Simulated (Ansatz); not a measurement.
# Ag3Sb (model cell, started as anti-ReO3 type): phonons and vibrational spectra, part 2 of 2

Task: relax Ag3Sb (model cell, started as anti-ReO3 type), then find its harmonic phonons.

Ansatz 0.2.0; DFT r2SCAN, scalar-relativistic, plane waves, PAW.

So far. Step 4 (Relaxing to small forces for the phonons): The forces vanish by symmetry and the pressure is -0.002 GPa, within the tolerances set. The cell now holds 36.81 Å³/atom. The relaxed cell has a = 5.280 Å (conventional setting).

The structure was built from a prototype and need not be the compound's stable phase.

In doubt: the program warns that the response may not be converged on this k-mesh (step 5), which bears on the force constants and all frequencies.

**5. Linear response at the zone centre**

The zone centre is the only wavevector solved here; it holds the modes that light can see, as far as symmetry allows. The response to a homogeneous field gives the Born charges and the dielectric tensor.

File input.yaml:

```yaml
crystal:
  lattice:
    - [5.2802799555, 0.0, 0.0]
    - [0.0, 5.2802799555, 0.0]
    - [0.0, 0.0, 5.2802799555]
  atoms:
    - { symbol: Sb, position: [0.0, 0.0, 0.0] }
    - { symbol: Ag, position: [0.5, 0.0, 0.0] }
    - { symbol: Ag, position: [0.0, 0.5, 0.0] }
    - { symbol: Ag, position: [0.0, 0.0, 0.5] }
kpoints:
  mp_grid: { grid: [6, 6, 6] }
hamiltonian:
  xc: r2scan
scf:
  occupations: { method: fixed }
output:
  eigenvalues: true
phonons:
  method: dfpt
  dielectric: true
  rigid_motions: translations
```

On the command line:

```sh
$ ansatz run input.yaml --threads 4 --pin off --max-ram 7168MiB --backend cpu --events-out ev --progress --plain --runs-dir out
```

Numbers of over 12 decimals in the logs are rounded to 6 here.

The log of the run:

```text
[...]
Crystal: 4 atoms, lattice volume = 147.221 Å³
Basis set: ecut = 500 eV, 3743 PW (Γ), exchange–correlation on 200×200×200 points (125 copies of the dense FFT grid, shifted against one another)
Bands: 44, of which v1, the nominal top of the filled ones, is band 36 counted from 1 (35 counted from 0)
Symmetry: 48 space group operations
k-points: 80 of 216 (irreducible under 2 space group operations, time reversal used)
[...]
SCF iter   1: F=—  HF=-29309.223874 eV  |F-HF|=—  |Δ(HF+E_count)|=         —  Δρ=6.42e-3  dr2=6.82e-2  dr2_τ=1.29e-2  ethr=1.77e-3  ⟨swp⟩=5.1  Hψ=12119  notcnv=0  defer=453
[...]
SCF iter  10: F=-29309.214249 eV  HF=-29309.214249 eV  |F-HF|=1.71e-10  |Δ(HF+E_count)|=   8.80e-9  Δρ=1.92e-7  dr2=6.25e-11  dr2_τ=1.63e-12  ethr=1.00e-12  ⟨swp⟩=14.2  Hψ=24716  notcnv=0
SCF 1 converged in 10 iterations: F = -29309.214249 eV  dr2 = 6.25e-11
[...]
DFPT response loops at Γ: preconditioner auto → none (the input reference at scf.mixing.eps_inf says where Resta's filter doesn't serve); β = 0.50; Broyden in place of MSR1
── the response to a field inside a basis, on 10×10×10 k-points: an SCF that follows is theirs, and a resumed run solves both again ──
Bands: 37, of which v1, the nominal top of the filled ones, is band 36 counted from 1 (35 counted from 0)
k-points: 35 of 1000
[...]
Eigensolver: Dense (35 Hₖ)
SCF iter   1: F=—  HF=-29309.164980 eV  |F-HF|=—  |Δ(HF+E_count)|=         —  Δρ=1.65e-4  dr2=5.12e-5  dr2_τ=6.62e-6  ethr=1.00e-1
[...]
SCF iter   5: F=-29309.164977 eV  HF=-29309.164976 eV  |F-HF|=6.36e-8  |Δ(HF+E_count)|=   2.07e-7  Δρ=3.29e-6  dr2=3.19e-8  dr2_τ=6.67e-10  ethr=4.25e-10
SCF 1 converged in 5 iterations: F = -29309.164977 eV  dr2 = 3.19e-8
[...]
WARN: field response: ε∞ stands inside a basis, on 10×10×10 points; the force constants stand on the 6×6×6 k-mesh, whose period is 10.22 times the interband length at k = (0.0000, -0.5000, -0.5000), direct gap 1.709 eV, under 14: take them and everything formed from them as unconverged, and compare with a denser kpoints.mp_grid
SCF converged after 10 iterations
Free energy (F): -29309.214249 eV
[...]
Internal energy: -29309.214249 eV  (E = F + TS)
E sigma→0 (E₀):  -29309.214249 eV
Fermi energy:    5.384172 eV
[...]
--- Band table (eV; the first three rows and the last of 80) ---
  k-point 0: bands = [... 32 lower, 2.1741, 3.8719, 3.8719, 3.8719, 7.2460, 7.5086, 7.5086, 11.7633, ... 4 higher]
  k-point 1: bands = [... 32 lower, 2.1503, 3.5260, 4.0894, 4.0894, 7.3346, 7.5648, 8.4199, 11.2854, ... 4 higher]
  k-point 2: bands = [... 32 lower, 2.1085, 3.1616, 4.4927, 4.4927, 7.3215, 7.6953, 9.9450, 10.8390, ... 4 higher]
  k-point 79: bands = [... 32 lower, 2.0946, 4.5283, 4.5283, 4.5283, 7.4658, 7.4658, 7.4658, 10.9171, ... 4 higher]
--- Phonons (Γ-DFPT): 3 representative perturbations + reference, on 80 of 216 k-points (Σ response iterations 21) ---
  k mesh reduced under 2 symmetry operations, with k and −k counted as one. Each operation leaves every solved perturbation unchanged. A smaller set is not considered because the functional reads the kinetic-energy density
  ASR residual: 3.461e-4 → 0.000e0 eV/Å²; symmetrization residual: 8.238e-5 eV/Å²
  ASR residual per site (eV/Å²): 2.07e-4 3.46e-4 3.46e-4 3.46e-4
  Γ frequencies (cm⁻¹): -54.92 -54.92 -54.92 -38.89 -38.89 -38.89 0.00 0.00 0.00 218.27 218.27 218.27
  ε∞ (high-frequency dielectric tensor):
        6.520468     0.000000     0.000000
        0.000000     6.520468     0.000000
        0.000000     0.000000     6.520468
  softest optical mode at Γ: -54.92 cm⁻¹; the repairs (sum rule, projections) moved no ω² at Γ by more than (1.83 cm⁻¹)²
  Born effective charges Z* (e; rows j = field, columns β = displacement):
    site 0:
        -1.35643   -0.00000    0.00000
         0.00000   -1.35643    0.00000
         0.00000    0.00000   -1.35643
    site 1:
         1.29386    0.00000    0.00000
         0.00000    0.03129    0.00000
         0.00000   -0.00000    0.03129
    site 2:
         0.03129   -0.00000    0.00000
        -0.00000    1.29386    0.00000
         0.00000   -0.00000    0.03129
    site 3:
         0.03129    0.00000    0.00000
        -0.00000    0.03129   -0.00000
         0.00000    0.00000    1.29386
  Z* charge neutrality: 1.266e-2 e pre-enforcement
  solved inside a basis spanned on kpoints, on 10×10×10 k-points, its susceptibility summed on 12×12×12: ε∞ is read to err by 3.6e-2, Z* by 3.0e-2 e (field_mesh: kpoints solves on kpoints); Z* is corrected for what the basis lacks
  optical modes at Γ without the LO–TO term, one row a degenerate level:
      ω (cm⁻¹)  modes    IR ((D/Å)²/amu)
        -54.92      3             0.0071
        -38.89      3             0.0000
        218.27      3             2.1142
  optical modes at Γ + LO–TO along q̂ = [1.0000, 0.0000, 0.0000]:
      ω (cm⁻¹)  modes    IR ((D/Å)²/amu)
        -54.92      2             0.0047
        -54.87      1             0.0022
        -38.89      3             0.0000
        218.27      2             1.4094
        221.82      1             0.7049
  optical modes at Γ + LO–TO along q̂ = [0.0000, 1.0000, 0.0000]:
      ω (cm⁻¹)  modes    IR ((D/Å)²/amu)
        -54.92      2             0.0047
        -54.87      1             0.0022
        -38.89      3             0.0000
        218.27      2             1.4094
        221.82      1             0.7049
  optical modes at Γ + LO–TO along q̂ = [0.0000, 0.0000, 1.0000]:
      ω (cm⁻¹)  modes    IR ((D/Å)²/amu)
        -54.92      2             0.0047
        -54.87      1             0.0022
        -38.89      3             0.0000
        218.27      2             1.4094
        221.82      1             0.7049
```

The job ended after 4.2 min (4 threads of Arm Neoverse V2, shared host; peak memory 4 GiB).

In the SCF lines HF is the Harris–Foulkes energy and dr2 the Hartree energy of the density residual, in eV; the loop may stop once dr2 is under the threshold and the program's other checks hold. Hψ counts applications of the Hamiltonian.

Numbers from this step:

| Item | Value |
| --- | --- |
| sum-rule residual before enforcement | 3.46e-4 eV/Å² |
| miss of the charge sum rule | 0.01266 e |
| estimated error of the dielectric tensor | 0.03590 |
| estimated error of the Born charges | 0.02975 e |
| point group | m-3m |
| highest optical mode at the zone centre (no LO-TO term) | 218.3 cm⁻¹ |
| lowest optical zone-centre mode | -54.92 cm⁻¹ |
| mean high-frequency dielectric constant | 6.521 |
| largest Born charge (third of the trace) | -1.356 e |
| top of the zone-centre spectrum with the field | 221.8 cm⁻¹ |

Without the LO-TO term. Patterns of degenerate modes are one choice out of their space. Modes at Γ, with each element's share of the kinetic energy (negative means imaginary):

```csv
mode,frequency (cm⁻¹),symmetry,Sb %,Ag %
1,-54.9,T1u,27,73
2,-54.9,T1u,27,73
3,-54.9,T1u,27,73
4,-38.9,T2u,0,100
5,-38.9,T2u,0,100
6,-38.9,T2u,0,100
7,0.0,acoustic,27,73
8,0.0,acoustic,27,73
9,0.0,acoustic,27,73
10,218.3,T1u,45,55
11,218.3,T1u,45,55
12,218.3,T1u,45,55
```

Displacements in mode 2 (-54.9 cm⁻¹), the largest set to 1:
```
Sb1  0.97  0.31 -0.31
Ag2  0.90 -0.32  0.32
Ag3 -1.00  0.29  0.32
Ag4 -1.00 -0.32 -0.29
```

Displacements in mode 5 (-38.9 cm⁻¹), the largest set to 1:
```
Sb1  0.00  0.00  0.00
Ag2  0.00  0.34  1.00
Ag3  0.16  0.00 -1.00
Ag4 -0.16 -0.34  0.00
```

Optical modes at the zone centre, without and with the macroscopic field of the longitudinal modes; each column is sorted by frequency, so a row need not hold one and the same mode. Modes with and without the field, by row:

```csv
rank among optical modes,no field (cm⁻¹),"q along (1, 0, 0) (cm⁻¹)"
1,-54.9,-54.9
2,-54.9,-54.9
3,-54.9,-54.9
4,-38.9,-38.9
5,-38.9,-38.9
6,-38.9,-38.9
7,218.3,218.3
8,218.3,218.3
9,218.3,221.8
```

Born charge (rows field, columns displacement) (e), principal values of the symmetric part by kind of site:

```csv
atom,atoms with these values,low,middle,high,mean
Sb1,1,-1.36,-1.36,-1.36,-1.36
Ag2,3,0.03,0.03,1.29,0.45
```

In full for Ag2:

```
1.29 0.00 0.00
0.00 0.03 0.00
0.00 0.00 0.03
```

High-frequency dielectric tensor:

```
6.52 0.00 0.00
0.00 6.52 0.00
0.00 0.00 6.52
```

Transverse modes; imaginary modes are left out. Infrared lines, with heights relative to the strongest:

```csv
position (cm⁻¹),label,relative intensity
218,T1u,100
```

Before it was imposed, the acoustic sum rule was missed by 3.5e-4 eV/Å² and the charge sum rule by 0.013 e. Small misses are needed for a sound result but don't prove that mesh and cutoff are converged. The lowest optical mode is imaginary, 54.9i cm⁻¹, so the energy falls along it.

The log warns of the k mesh: “the force constants stand on the 6×6×6 k-mesh, whose period is 10.22 times the interband length at k = (0.0000, -0.5000, -0.5000), direct gap 1.709 eV, under 14: take them and everything formed from them as unconverged”.

**6. Isotope substitution, element Ag, natural mass 107.868 amu**

An isotope changes the mass and not the force constants, so no new electronic calculation is needed; the shifts show which modes move this element.

The same force constants with the mass of Ag changed from 107.868 to 108.905 u (phonopy, no LO-TO term). Both lists are sorted by frequency; levels can cross, so a row need not hold one and the same mode. Modes under 3 cm⁻¹ are left out. Isotope shifts, by row:

```csv
q,rank,natural mass (cm⁻¹),changed mass (cm⁻¹)
0 0 0,1,-54.92,-54.73
0 0 0,2,-54.92,-54.73
0 0 0,3,-54.92,-54.73
0 0 0,4,-38.89,-38.7
0 0 0,5,-38.89,-38.7
0 0 0,6,-38.89,-38.7
0 0 0,10,218.3,217.7
0 0 0,11,218.3,217.7
0 0 0,12,218.3,217.7
```

A mode of this element alone would shift by -0.48 %. The highest zone-centre frequency without the field goes from 218.3 to 217.7 cm⁻¹ (-0.3 %).

**7. Isotope substitution, element Sb, natural mass 121.76 amu**

The same for Sb, from 121.76 to 122.90 u.

The same force constants with the mass of Sb changed from 121.760 to 122.904 u (phonopy, no LO-TO term). Both lists are sorted by frequency; levels can cross, so a row need not hold one and the same mode. Modes under 3 cm⁻¹ are left out. Isotope shifts, by row:

```csv
q,rank,natural mass (cm⁻¹),changed mass (cm⁻¹)
0 0 0,1,-54.92,-54.85
0 0 0,2,-54.92,-54.85
0 0 0,3,-54.92,-54.85
0 0 0,4,-38.89,-38.89
0 0 0,5,-38.89,-38.89
0 0 0,6,-38.89,-38.89
0 0 0,10,218.3,217.8
0 0 0,11,218.3,217.8
0 0 0,12,218.3,217.8
```

A mode of this element alone would shift by -0.47 %. The highest zone-centre frequency without the field goes from 218.3 to 217.8 cm⁻¹ (-0.2 %).

**8. What came out**

```
space group after relaxation (within 0.01 Å)            : Pm-3m
volume per atom                                         : 36.8 Å³
gap on the k-mesh                                       : 1.71 eV
highest optical mode at the zone centre (no LO-TO term) : 218 cm⁻¹
top of the zone-centre spectrum with the field          : 222 cm⁻¹
lowest optical zone-centre mode                         : -54.9 cm⁻¹
mean high-frequency dielectric constant                 : 6.52
largest Born charge (third of the trace)                : -1.36 e
imaginary modes at Γ (the only wavevector solved)       : yes
```

What this shows: A zone-centre mode is imaginary (54.9i cm⁻¹), so this structure is not a minimum of the energy. Without the field, the optical modes at Γ span -55 to 218 cm⁻¹ (negative means imaginary). No dispersion was computed. With the macroscopic field of the longitudinal modes the top of the zone-centre spectrum lies at 222 cm⁻¹, against 218 cm⁻¹ without it. Among the real modes, the strongest infrared line is at 218 cm⁻¹. With the field response the log warns that the k mesh is coarse for the force constants too, so the frequencies may not be converged. Spin-orbit coupling is left out, which can matter for the heavy elements here. The starting cell was built on a prototype and not taken from a measurement, so the phase need not exist. These are harmonic frequencies at zero temperature: anharmonic shifts, linewidths and thermal expansion are left out.

[Logs are printed without paths, hosts, clocks, repeated set-up lines and the standing remarks that a program may print on its own settings, such as how far it seeks lower states.]

[Hosts, paths, dates, database ids (printed as entryN), source tags and the programs' standing remarks are cut or masked in the printed files.]
